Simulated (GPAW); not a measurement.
CdF2 (Fm-3m): refractive index against wavelength

The refractive index of CdF2 (Fm-3m) below the direct gap (3.53 eV on the mesh) is read from one computed spectrum, n = √(Re ε).

Cell: a, b, c = 3.810, 3.810, 3.810 Å (primitive vectors), 3 atoms.

Method: GPAW 26.7.0, PBE, RPA, k-mesh 16×16×16, local fields up to 50 eV, Lorentzian half width 0.15 eV.

Launch of the response step: `OMP_NUM_THREADS=1 python df.py`. The run took 1.8 min, its band step included, on 1 thread of Arm Neoverse V2, with other jobs on the host.

```tsv
wavelength (nm)	photon energy E (eV)	n
1550	0.800	1.6262
1310	0.946	1.6280
1064	1.165	1.6314
850	1.459	1.6371
700	1.771	1.6450
633	1.959	1.6508
532	2.331	?
```

In the single-oscillator model n² − 1 = E₀E_d/(E₀² − E²), so 1/(n² − 1) = E₀/E_d − E²/(E₀E_d) is linear in E².

Working, on the rows shown:

| x = E² (eV²) | y = 1/(n² − 1) |
| --- | --- |
| 0.639837 | 0.608078 |
| 0.895757 | 0.60592 |
| 1.35784 | 0.601878 |
| 2.12762 | 0.595204 |
| 3.13716 | 0.586158 |
| 3.83641 | 0.579663 |

Means: x̄ = 1.9991, ȳ = 0.59615. Σ(x − x̄)(y − ȳ) = -0.07245, Σ(x − x̄)² = 8.164. Slope = -0.07245 / 8.164 = -0.008875; intercept = ȳ − slope · x̄ = 0.61389. Turned back into n, the line misses the rows shown by at most 0.00017.

Q: Predict the last column of the withheld row from the fit.

A: At x = 5.4314 the line gives y = 0.56569, that is 1.6637. The run gave 1.6651, so the extrapolation is off by 0.0014, 4 % of the range in the table.

Refitted with all rows, the slope is -0.009122 and the intercept 0.61429. These give E₀ = √(intercept/−slope) = 8.21 eV and E_d = E₀/intercept = 13.4 eV; E₀ is 2.3 times the direct gap. The electronic limit at long wavelengths, without lattice vibrations, is n = √(1 + 1/intercept) = 1.621. Excitons are left out; PBE gaps are as a rule too small. The values come from a sum over the points of one k-mesh and carry its error, which grows as the direct gap shrinks. This version of GPAW has incomplete matrix elements in the optical limit, which can lower ε − 1 by up to a tenth where first-row anions or d states rule. Spin-orbit coupling is left out.

[Logs are printed without paths, hosts, clocks, repeated set-up lines and the standing remarks that a program may print on its own settings, such as how far it seeks lower states.]
